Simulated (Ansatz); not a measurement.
# La on Pt(111): change of the work function, part 3 of 3

Wanted: Δφ(θ) for La/Pt(111), starting from the fcc site.

Ansatz 0.2.0; plane-wave DFT, PBE, Ansatz PAW.

So far, work function, upper face (eV): step 2 (the clean slab) 5.70; step 3 (37 atoms, coverage 0.111 ML, cell 3x3) 2.57.

## (4) The covered slab, k-mesh 6×6×1, coverage 0.25 ML

System of this step: La/Pt(111). The cell holds 17 atoms: 16 Pt and 1 La. Cell: a = 5.544 Å, b = 5.544 Å, c = 28.055 Å, α = 90.0°, β = 90.0°, γ = 60.0°. Vacuum lies along c.

Another coverage, to see how the dipoles act on each other as their distance changes.

Input file input.yaml:

```yaml
crystal:
  lattice:
    - [5.5437171645, 1.0e-10, 0.0]
    - [2.7718585822, 4.8009998959, 0.0]
    - [0.0, 0.0, 28.0551467271]
  atoms:
    - { symbol: Pt, position: [0.0, 0.0, 0.3207967539] }
    - { symbol: Pt, position: [0.1666666667, 0.1666666667, 0.4014669096] }
    - { symbol: Pt, position: [0.3333333333, 0.3333333333, 0.4836892383] }
    - { symbol: Pt, position: [0.0, 0.0, 0.566936741] }
    - { symbol: Pt, position: [0.0, 0.5, 0.3207967539] }
    - { symbol: Pt, position: [0.1666666667, 0.6666666667, 0.4014669096] }
    - { symbol: Pt, position: [0.3333333333, 0.8333333333, 0.4836892383] }
    - { symbol: Pt, position: [0.0, 0.5, 0.566936741] }
    - { symbol: Pt, position: [0.5, 0.0, 0.3207967539] }
    - { symbol: Pt, position: [0.6666666667, 0.1666666667, 0.4014669096] }
    - { symbol: Pt, position: [0.8333333333, 0.3333333333, 0.4836892383] }
    - { symbol: Pt, position: [0.5, 0.0, 0.566936741] }
    - { symbol: Pt, position: [0.5, 0.5, 0.3207967539] }
    - { symbol: Pt, position: [0.6666666667, 0.6666666667, 0.4014669096] }
    - { symbol: Pt, position: [0.8333333333, 0.8333333333, 0.4836892383] }
    - { symbol: Pt, position: [0.5, 0.5, 0.566936741] }
    - { symbol: La, position: [0.1666666667, 0.1666666667, 0.6792032461] }
kpoints:
  mp_grid: { grid: [6, 6, 1] }
hamiltonian:
  xc: pbe
scf:
  occupations: { method: fermi_dirac, width: 0.1 }
  convergence: { dr2_threshold: 1.0e-08 }
efield:
  axis: 3
  dipole_correction: true
  ramp_position: 0.97
  ramp_width: 0.06
relax:
  f_tol: 0.02
  max_steps: 60
  constraints: [{ sites: [0, 1, 4, 5, 8, 9, 12, 13] }]
output:
  dos: { projected: true, e_range: [-8, 4] }
  write_potential: true
  write_density: true
  volumetric_format: npy
  elf: true
```

The run is started by

```bash
$ ansatz run input.yaml --threads 4 --pin off --max-ram 16384MiB --backend cpu --events-out ev --progress --plain --runs-dir out
```

Numbers of over 12 decimals in the logs are rounded to 6 here.

The program printed:

```text
La: projections on atomic orbitals take those of the free atom [Kr 4d10] 4f0 5s2 5p6 5d1 6s2, of charge +0.00 (hamiltonian.pseudopotentials.projection_atoms); the dataset's partial waves leave at most 1.9e-5 of an orbital's norm unspanned inside its sphere
[...]
Crystal: 17 atoms, lattice volume = 746.699 Å³
Basis set: ecut = 420 eV, 14601 PW (Γ), exchange–correlation on 80×80×384 points (8 copies of the dense FFT grid, shifted against one another)
Bands: 180, of which v1, the nominal top of the filled ones, is band 150 counted from 1 (149 counted from 0)
Symmetry: 6 space group operations
[...]
k-points: 7 of 36 (time reversal used)
[...]
SCF iter   1: F=—  HF=-206614.697162 eV  |F-HF|=—  |Δ(HF+E_count)|=         —  Δρ=4.58e-2  dr2=1.07e2  ethr=1.77e-3  p=0.433 e·Å  D=1.05e-1 V/Å  ΔV_dip=-2.95 eV  dr2_dipole=3.70e1  V_vac-E_F(+/−)=2.36/5.31 eV  ⟨swp⟩=8.1  Hψ=5036  notcnv=0  defer=3
[...]
SCF iter  14: F=-206614.256846 eV  HF=-206614.256846 eV  |F-HF|=1.14e-9  |Δ(HF+E_count)|=   5.09e-9  Δρ=2.32e-7  dr2=2.19e-9  ethr=3.34e-12  p=0.407 e·Å  D=9.87e-2 V/Å  ΔV_dip=-2.77 eV  dr2_dipole=2.22e-12  V_vac-E_F(+/−)=2.90/5.66 eV  ⟨swp⟩=9.0  Hψ=8077  notcnv=0
SCF 1 converged in 14 iterations: F = -206614.256846 eV  dr2 = 2.19e-9
[...]
relax step   1: F+E_penalty+E_count = -206614.25684605 eV  Δ(F+E_penalty+E_count) = +0.000e0 eV  max|allowed force component| = 2.969e0 eV/Å  Δτ_max = 0.0000 Å  (14 SCF iters, accepted)
[...]
SCF iter  12: F=-206615.047179 eV  HF=-206615.047179 eV  |F-HF|=3.52e-9  |Δ(HF+E_count)|=   3.83e-8  Δρ=4.38e-7  dr2=5.32e-9  ethr=3.34e-12  p=0.419 e·Å  D=1.01e-1 V/Å  ΔV_dip=-2.85 eV  dr2_dipole=2.00e-11  V_vac-E_F(+/−)=2.83/5.67 eV  ⟨swp⟩=12.7  Hψ=9494  notcnv=0
SCF 2 converged in 12 iterations: F = -206615.047179 eV  dr2 = 5.32e-9
relax step   2: F+E_penalty+E_count = -206615.04717875 eV  Δ(F+E_penalty+E_count) = -7.903e-1 eV  max|allowed force component| = 3.307e0 eV/Å  Δτ_max = 0.1990 Å  (12 SCF iters, accepted)
SCF iter   1: F=—  HF=-206615.873013 eV  |F-HF|=—  |Δ(HF+E_count)|=         —  Δρ=3.78e-3  dr2=3.39e-1  ethr=1.04e-3  p=0.419 e·Å  D=1.01e-1 V/Å  ΔV_dip=-2.85 eV  dr2_dipole=3.61e-2  V_vac-E_F(+/−)=2.84/5.69 eV  ⟨swp⟩=5.4  Hψ=2888  notcnv=0  defer=18
[...]
SCF iter  13: F=-206615.845124 eV  HF=-206615.845124 eV  |F-HF|=3.46e-9  |Δ(HF+E_count)|=   4.25e-9  Δρ=5.60e-7  dr2=7.94e-9  ethr=3.34e-12  p=0.441 e·Å  D=1.07e-1 V/Å  ΔV_dip=-3.00 eV  dr2_dipole=1.71e-10  V_vac-E_F(+/−)=2.69/5.69 eV  ⟨swp⟩=7.1  Hψ=8637  notcnv=0
SCF 3 converged in 13 iterations: F = -206615.845124 eV  dr2 = 7.94e-9
relax step   3: F+E_penalty+E_count = -206615.84512410 eV  Δ(F+E_penalty+E_count) = -7.979e-1 eV  max|allowed force component| = 3.289e0 eV/Å  Δτ_max = 0.1952 Å  (13 SCF iters, accepted)
[...]
relax step   4: F+E_penalty+E_count = -206616.51344859 eV  Δ(F+E_penalty+E_count) = -6.683e-1 eV  max|allowed force component| = 2.510e0 eV/Å  Δτ_max = 0.1916 Å  (12 SCF iters, accepted)
[...]
relax step   5: F+E_penalty+E_count = -206616.88001180 eV  Δ(F+E_penalty+E_count) = -3.666e-1 eV  max|allowed force component| = 5.042e-1 eV/Å  Δτ_max = 0.1971 Å  (12 SCF iters, accepted)
[...]
relax step   6: F+E_penalty+E_count = -206616.92322724 eV  Δ(F+E_penalty+E_count) = -4.322e-2 eV  max|allowed force component| = 2.365e-1 eV/Å  Δτ_max = 0.1817 Å  (12 SCF iters, accepted)
[...]
relax step   7: F+E_penalty+E_count = -206616.94452349 eV  Δ(F+E_penalty+E_count) = -2.130e-2 eV  max|allowed force component| = 1.044e-1 eV/Å  Δτ_max = 0.0545 Å  (11 SCF iters, accepted)
[...]
relax step   8: F+E_penalty+E_count = -206616.94738661 eV  Δ(F+E_penalty+E_count) = -2.863e-3 eV  max|allowed force component| = 4.279e-2 eV/Å  Δτ_max = 0.1006 Å  (11 SCF iters, accepted)
SCF iter   1: F=—  HF=-206616.948256 eV  |F-HF|=—  |Δ(HF+E_count)|=         —  Δρ=1.09e-3  dr2=1.11e-2  ethr=1.89e-5  p=0.533 e·Å  D=1.29e-1 V/Å  ΔV_dip=-3.62 eV  dr2_dipole=1.79e-3  V_vac-E_F(+/−)=2.07/5.69 eV  ⟨swp⟩=2.3  Hψ=2312  notcnv=0  defer=17
[...]
SCF iter  10: F=-206616.948206 eV  HF=-206616.948206 eV  |F-HF|=3.00e-9  |Δ(HF+E_count)|=   1.71e-8  Δρ=4.01e-7  dr2=2.43e-9  ethr=3.34e-12  p=0.531 e·Å  D=1.29e-1 V/Å  ΔV_dip=-3.61 eV  dr2_dipole=5.75e-14  V_vac-E_F(+/−)=2.08/5.69 eV  ⟨swp⟩=12.7  Hψ=8189  notcnv=0
SCF 9 converged in 10 iterations: F = -206616.948206 eV  dr2 = 2.43e-9
relax step   9: F+E_penalty+E_count = -206616.94820630 eV  Δ(F+E_penalty+E_count) = -8.197e-4 eV  max|allowed force component| = 2.826e-3 eV/Å  Δτ_max = 0.0320 Å  (10 SCF iters, accepted)
[...]
SCF converged after 10 iterations
Free energy (F): -206616.948206 eV
[...]
Internal energy: -206616.152977 eV  (E = F + TS)
E sigma→0 (E₀):  -206616.550592 eV
Entropy (-TS):   -0.795230 eV (-46.778 meV/atom)
Fermi energy:    5.721222 eV
Dipole field:    D = 0.128640 V/Å  (p = 0.530834 e·Å, saw-weighted, corrected)
Work function:   Φ+ = 2.0817 eV   Φ− = 5.6907 eV
[...]
--- Forces (eV/Å), atoms counted from 1 ---
  atom   1  Pt    -0.00319838    -0.00184658    -0.52206335
  atom   2  Pt    -0.00000000     0.00000000     0.60676964
  atom   3  Pt     0.00091360     0.00052747    -0.00003724
  atom   4  Pt     0.00147396     0.00085099     0.00077508
  atom   5  Pt    -0.00000000     0.00369317    -0.52206335
  atom   6  Pt     0.07937060    -0.04582464     0.46372382
  atom   7  Pt     0.00000000    -0.00105494    -0.00003724
  atom   8  Pt     0.00000000    -0.00170198     0.00077508
  atom   9  Pt     0.00319838    -0.00184658    -0.52206335
  atom  10  Pt    -0.00000000     0.09164927     0.46372382
  atom  11  Pt    -0.00091360     0.00052747    -0.00003724
  atom  12  Pt    -0.00147396     0.00085099     0.00077508
  atom  13  Pt    -0.00000000    -0.00000000    -0.43039581
  atom  14  Pt    -0.07937060    -0.04582464     0.46372382
  atom  15  Pt     0.00000000    -0.00000000    -0.00282582
  atom  16  Pt    -0.00000000     0.00000000     0.00200400
  atom  17  La    -0.00000000     0.00000000    -0.00275920
  max |Σ_I F_I| component: 1.23e-5 eV/Å
--- Band table (eV; the first three rows and the last of 7) ---
  k-point 0: bands = [... 146 lower, 6.0685, 6.1174, 6.1174, 6.1438, 6.1929, 6.3145, 6.3145, 6.3291, ... 26 higher]
  k-point 1: bands = [... 146 lower, 5.7207, 5.7461, 5.8091, 5.8772, 5.9813, 5.9967, 6.0361, 6.2276, ... 26 higher]
  k-point 2: bands = [... 146 lower, 5.2962, 5.5595, 5.6047, 5.6621, 5.7180, 5.9068, 5.9786, 6.0516, ... 26 higher]
  k-point 6: bands = [... 146 lower, 5.2990, 5.3001, 5.3332, 5.3442, 5.3693, 5.4193, 5.4378, 5.4944, ... 26 higher]
--- Relaxed structure (9 steps of the walk, 9 accepted, 0 SCFs on fresh bases) ---
  F+E_penalty+E_count = -206616.94820630 eV   max|allowed force component| = 2.826e-3 eV/Å
  atoms:
    - { symbol: Pt, position: [-1.7959490104491818e-17, -1.795949010449182e-17, 0.320797] }
    - { symbol: Pt, position: [0.166667, 0.166667, 0.401467] }
    - { symbol: Pt, position: [0.334005, 0.334005, 0.485281] }
    - { symbol: Pt, position: [-0.00377044, -0.00377044, 0.570157] }
    - { symbol: Pt, position: [-5.551115123125783e-17, 0.5, 0.320797] }
    - { symbol: Pt, position: [0.166667, 0.666667, 0.401467] }
    - { symbol: Pt, position: [0.334005, 0.831990, 0.485281] }
    - { symbol: Pt, position: [-0.00377044, 0.507541, 0.570157] }
    - { symbol: Pt, position: [0.500000, -1.7959490103280128e-17, 0.320797] }
    - { symbol: Pt, position: [0.666667, 0.166667, 0.401467] }
    - { symbol: Pt, position: [0.831990, 0.334005, 0.485281] }
    - { symbol: Pt, position: [0.507541, -0.00377044, 0.570157] }
    - { symbol: Pt, position: [0.500000, 0.5, 0.320797] }
    - { symbol: Pt, position: [0.666667, 0.666667, 0.401467] }
    - { symbol: Pt, position: [0.833333, 0.833333, 0.482746] }
    - { symbol: Pt, position: [0.500000, 0.5, 0.574623] }
    - { symbol: La, position: [0.166667, 0.166667, 0.646803] }
```

Run time: 5.4 min. Hardware: 4 threads of Arm Neoverse V1, shared host; peak memory 3.1 GiB; 22 min of CPU time.

Step by step:

```
step  energy less that of the first step (eV)  largest force component (eV/Å)
   1                                   0.0000                          2.9687
   2                                  -0.7903                          3.3066
   3                                  -1.5883                          3.2891
   4                                  -2.2566                          2.5100
   5                                  -2.6232                          0.5042
   6                                  -2.6664                          0.2365
   7                                  -2.6877                          0.1044
   8                                  -2.6905                          0.0428
   9                                  -2.6914                          0.0028
```

The run keeps the 6 symmetry operations that it works with, so distortions that break them were not tested.

The atoms that moved most (Å):

```
atom      dx      dy      dz  length
La17   0.000   0.000  -0.909   0.909
Pt16   0.000   0.000   0.216   0.216
 Pt8   0.000   0.036   0.090   0.097
 Pt4  -0.031  -0.018   0.090   0.097
Pt12   0.031  -0.018   0.090   0.097
 Pt3   0.006   0.003   0.045   0.045
Pt11  -0.006   0.003   0.045   0.045
 Pt7   0.000  -0.006   0.045   0.045
```

Final coordinates:

```cif
data_structure
_symmetry_space_group_name_H-M 'P 1'
_symmetry_Int_Tables_number 1
_cell_length_a 5.5437
_cell_length_b 5.5437
_cell_length_c 28.0551
_cell_angle_alpha 90.000
_cell_angle_beta 90.000
_cell_angle_gamma 60.000
_cell_volume 746.70
loop_
_atom_site_label
_atom_site_type_symbol
_atom_site_fract_x
_atom_site_fract_y
_atom_site_fract_z
_atom_site_occupancy
Pt1 Pt 0.00000 0.00000 0.32080 1
Pt2 Pt 0.16667 0.16667 0.40147 1
Pt3 Pt 0.33401 0.33401 0.48528 1
Pt4 Pt 0.99623 0.99623 0.57016 1
Pt5 Pt 0.00000 0.50000 0.32080 1
Pt6 Pt 0.16667 0.66667 0.40147 1
Pt7 Pt 0.33401 0.83199 0.48528 1
Pt8 Pt 0.99623 0.50754 0.57016 1
Pt9 Pt 0.50000 0.00000 0.32080 1
Pt10 Pt 0.66667 0.16667 0.40147 1
Pt11 Pt 0.83199 0.33401 0.48528 1
Pt12 Pt 0.50754 0.99623 0.57016 1
Pt13 Pt 0.50000 0.50000 0.32080 1
Pt14 Pt 0.66667 0.66667 0.40147 1
Pt15 Pt 0.83333 0.83333 0.48275 1
Pt16 Pt 0.50000 0.50000 0.57462 1
La17 La 0.16667 0.16667 0.64680 1
```

This step gave:

| Item | Value |
| --- | --- |
| energy at zero smearing | -206616.5506 eV |
| work function, upper face | 2.082 eV |
| work function, lower face | 5.691 eV |
| dipole along the normal | 0.5308 e·Å |
| step between the vacuum levels | -3.609 eV |

Running mean over 2.263 Å of the planar mean; the ramp of the sawtooth is left out. The electron's electrostatic potential energy less the Fermi level by z:

```csv
z (Å),electron's electrostatic potential energy less the Fermi level (eV)
3.5,5.69
4.0,5.69
4.5,5.69
5.0,5.69
5.5,5.68
6.0,5.63
6.5,5.44
7.0,4.62
7.5,1.21
8.0,-4.96
8.5,-9.97
9.0,-11.6
9.5,-11.9
10.0,-12.0
10.5,-12.1
11.0,-12.1
11.5,-12.0
12.0,-11.5
12.5,-11.3
13.0,-11.6
13.5,-11.9
14.0,-11.5
14.5,-10.4
15.0,-10.2
15.5,-11.2
16.0,-11.9
16.5,-11.6
17.0,-8.61
17.5,-4.49
18.0,-2.51
18.5,-2.24
19.0,-1.49
19.5,-0.248
20.0,0.972
20.5,1.59
21.0,1.85
21.5,1.97
22.0,2.03
22.5,2.06
23.0,2.07
23.5,2.08
24.0,2.08
24.5,2.08
```

The density of states has structure finer than the step of the table below, so its rows give means over 0.25 eV, whole bins alone (the curve runs from -8 to 1.98 eV). Peaks (eV: height): -4.240: 46.3, -3.490: 39.0, -3.040: 55.3, -2.080: 45.6, -0.540: 39.1, 1.770: 55.1, 1.890: 77.0.

Table of density of states by energy, zero at the Fermi level; means over each step:

energy (eV), density of states (states/eV a cell) and a bar:
```
    -7.75        2.7 #
    -7.50        1.9 
    -7.25        2.7 #
    -7.00        2.6 #
    -6.75        9.5 #######
    -6.50       10.1 ########
    -6.25       14.8 ############
    -6.00       17.2 ##############
    -5.75       25.2 #####################
    -5.50       23.1 ####################
    -5.25       17.0 ##############
    -5.00       16.0 #############
    -4.75       21.6 ##################
    -4.50       18.7 ###############
    -4.25       23.6 ####################
    -4.00       24.0 ####################
    -3.75       28.4 ########################
    -3.50       32.1 ############################
    -3.25       29.6 ##########################
    -3.00       34.4 ##############################
    -2.75       23.5 ####################
    -2.50       20.6 #################
    -2.25       23.7 ####################
    -2.00       23.8 ####################
    -1.75       24.3 #####################
    -1.50       26.8 #######################
    -1.25       28.6 #########################
    -1.00       22.0 ###################
    -0.75       21.1 ##################
    -0.50       24.7 #####################
    -0.25       30.1 ##########################
     0.00       25.9 ######################
     0.25       17.4 ##############
     0.50        9.9 #######
     0.75        6.9 #####
     1.00        7.5 #####
     1.25        9.8 #######
     1.50       15.5 #############
     1.75       32.9 #############################
```

Projected DOS per atom over height of the atomic layer and energy from the Fermi level. Layers: Pt4 Pt4 Pt4 Pt4 La from below.

Values in states/eV, 22 rows by 5 columns, each cell a mean:
```
 0.2  0.2  0.3  0.4 24.5
 0.3  0.2  0.2  0.3  5.4
 0.3  0.3  0.3  0.3  1.9
 0.8  0.7  0.8  0.5  1.2
 1.7  2.0  1.6  0.9  0.6
 1.9  1.6  1.6  1.1  0.7
 1.5  1.2  1.2  1.5  0.6
 1.9  1.2  1.8  1.7  0.8
 1.7  0.9  1.5  1.6  0.7
 1.5  1.1  1.1  1.8  0.9
 2.0  1.3  1.3  1.7  0.6
 2.5  1.9  1.8  2.1  0.5
 1.6  1.8  1.6  2.1  0.5
 1.0  1.4  1.7  1.7  0.3
 1.0  1.1  1.3  1.3  0.1
 0.8  1.1  1.1  1.1  0.1
 1.2  1.9  1.5  1.1  0.2
 0.9  1.5  1.2  1.1  0.2
 0.5  1.1  0.9  0.5  0.1
 0.3  0.5  0.4  0.3  0.1
 0.1  0.2  0.2  0.1  0.0
 0.1  0.2  0.2  0.1  0.0
```
Columns: height of the atomic layer (Å) from 9 to 18.1 (not evenly spaced); rows upwards: energy from the Fermi level (eV) from -7.96 to 1.95.

Electrostatic potential energy in the ca plane at fractional y = 0.167, with atoms of Pt and La within 0.2 Å of it. With pseudopotentials it is smooth inside the atoms' cores, unlike the true potential.

Values in eV, 8 rows by 16 columns, each cell a mean:
```
-14   5   3   6 -17  -2  -6 -11   4   1   6   8   9   9   9   9
 -1  -4 -28   2  -3   4   2   1   9   8   8   8   9   9   9   9
  6 -19 -45  -7   7   8   8   8   9   9   9   9   9   9   9   9
 -1  -5 -30   1  -1   5   3   1   9   8   8   8   9   9   9   9
-14   5   3   6 -17  -2  -6 -11   4   1   6   8   9   9   9   9
 -1  -4 -28   2  -2   4   3   0 -14 -28   0   7   9   9   9   9
  6 -19 -45  -7   7   8   8   5 -26 -28  -6   7   8   9   9   9
 -1  -5 -30   1   0   5   4   0 -16 -29   0   7   8   9   9   9
```
Columns run along c (16.0 Å, from fractional 0.33 to 0.90 of the cell; values clipped at the 3rd and 97th percentile), rows up along a (5.5 Å). Atoms in or near the plane, at fractional coordinates: Pt at (0.40, 0.17), Pt at (0.40, 0.67), La at (0.65, 0.17).

ELF in the ca plane at fractional y = 0.167, with atoms of Pt and La within 0.2 Å of it. It is the smooth field of the valence electrons, not physical close to the nuclei.

Ten even steps from '0' (0.00) to '9' (0.84), each cell a mean:
```
54322333222454322344443246642111111000000000
54322333222454332344443211110011110000000000
33323454322333322233333310000011100000000000
32234777532233221223332211000000000000000000
32235787532232211223332211100000000000000000
32235787532232211223332211000000000000000000
33234666432233322233333210000001000000000000
44322333222344322344433210000011110000000000
54322333223455333344443223321111111000000000
43322333322344322334443478874211111000000000
32234666432333322223333798996311111100000000
32235787532222211223324852698421111100000000
32235787532222211223325830598421111100000000
32234777532223221223334876897311111100000000
33323454322333322233333699985211111100000000
```
Columns run along c (16.0 Å, from fractional 0.33 to 0.90 of the cell), rows up along a (5.5 Å). Atoms in or near the plane, at fractional coordinates: Pt at (0.40, 0.17), Pt at (0.40, 0.67), La at (0.65, 0.17).

Valence density in the ca plane at fractional y = 0.167, with atoms of Pt and La within 0.2 Å of it. It is the smooth field of the valence electrons, not physical close to the nuclei.

Ten steps, logarithmic in the rise over the least value, from '0' (0 e/Å³) to '9' (11 e/Å³), each cell a mean:
```
65322333223466432356542223210000000000000000
65322333223466432356532111000000000000000000
44323565422344322344432100000000000000000000
33235898632233221233321100000000000000000000
22236999742222211222221000000000000000000000
32236899742222211223221100000000000000000000
43334777532333322234321100000000000000000000
55323444323455432355532110000000000000000000
65322333223466432356542222110000000000000000
54323444323455432345433344421000000000000000
43334787532344322233333455542100000000000000
22236899742222211222224555553100000000000000
22236999742222211122224555553100000000000000
33235898632233221223333555553100000000000000
54333565422344322344433455432000000000000000
```
Columns run along c (16.0 Å, from fractional 0.33 to 0.90 of the cell), rows up along a (5.5 Å). Atoms in or near the plane, at fractional coordinates: Pt at (0.40, 0.17), Pt at (0.40, 0.67), La at (0.65, 0.17).

The relaxation took 9 steps and lowered the energy by 2.7 eV; the largest force on the free atoms ends at 0.0028 eV/Å.

By hand: a sheet of dipoles makes a step −p/(ε₀A) in the electron's potential. With e/ε₀ = 180.95 V·Å, p = 0.5308 e·Å and A = 26.62 Å², that is −180.95 × (0.5308) / 26.62 = -3.609 eV, and the two vacuum levels of the run differ by -3.609 eV.

The covered face has 2.08 eV, -3.62 eV against the clean one; the bare back face has moved by +0.02 eV, a measure of how thin the slab is.

## (5) Work function against coverage

This step: plane-wave DFT, PBE, Ansatz PAW; work function against coverage (Ansatz 0.2.0).

The runs are now put side by side.

Numbers from this step:

* work function of the clean face: 5.703 eV
* largest change of the work function: -3.621 eV

Work function of the covered face against coverage:

```csv
coverage (adsorbates/nm²),work function of the covered face (eV)
0.00,5.70
1.67,2.57
3.76,2.08
```

The dipole per adsorbate comes from the change of the cell's dipole. Coverage, by row:

```csv
coverage (1/nm²),coverage (ML),work function (eV),change (eV),"dipole per adsorbate, positive end outwards (debye)",mean height of the added atoms over the highest substrate atom (Å)
1.67,0.1111,2.569,-3.134,4.953,2.135
3.757,0.25,2.082,-3.621,2.572,2.025
```

## (6) Results

```
work function of the clean face                        : 5.70 eV
work function at 0.11 ML                               : 2.57 eV
work function at 0.25 ML                               : 2.08 eV
dipole per adsorbate at 0.11 ML, positive end outwards : 4.95 D
```

In words: La lowers the work function of Pt(111) at the lowest coverage, by 3.13 eV: the adsorbate layer has its positive end outwards. The slab has 4 layers, at the tabulated experimental lattice constant, one starting site was run, and quantum-size effects of a slab this thin can reach one or two tenths of an eV. The main runs have no spin polarisation; a magnetic state could lie lower and would change these results.

[Logs are printed without paths, hosts, clocks, repeated set-up lines and the standing remarks that a program may print on its own settings, such as how far it seeks lower states.]

[Hosts, paths, dates, database ids (printed as entryN), source tags and the programs' standing remarks are cut or masked in the printed files.]

[Maps of the electrostatic potential energy from Ansatz leave out the sawtooth potential of an applied field or a dipole correction, so their vacuum need not be flat; planar profiles and work functions include it.]
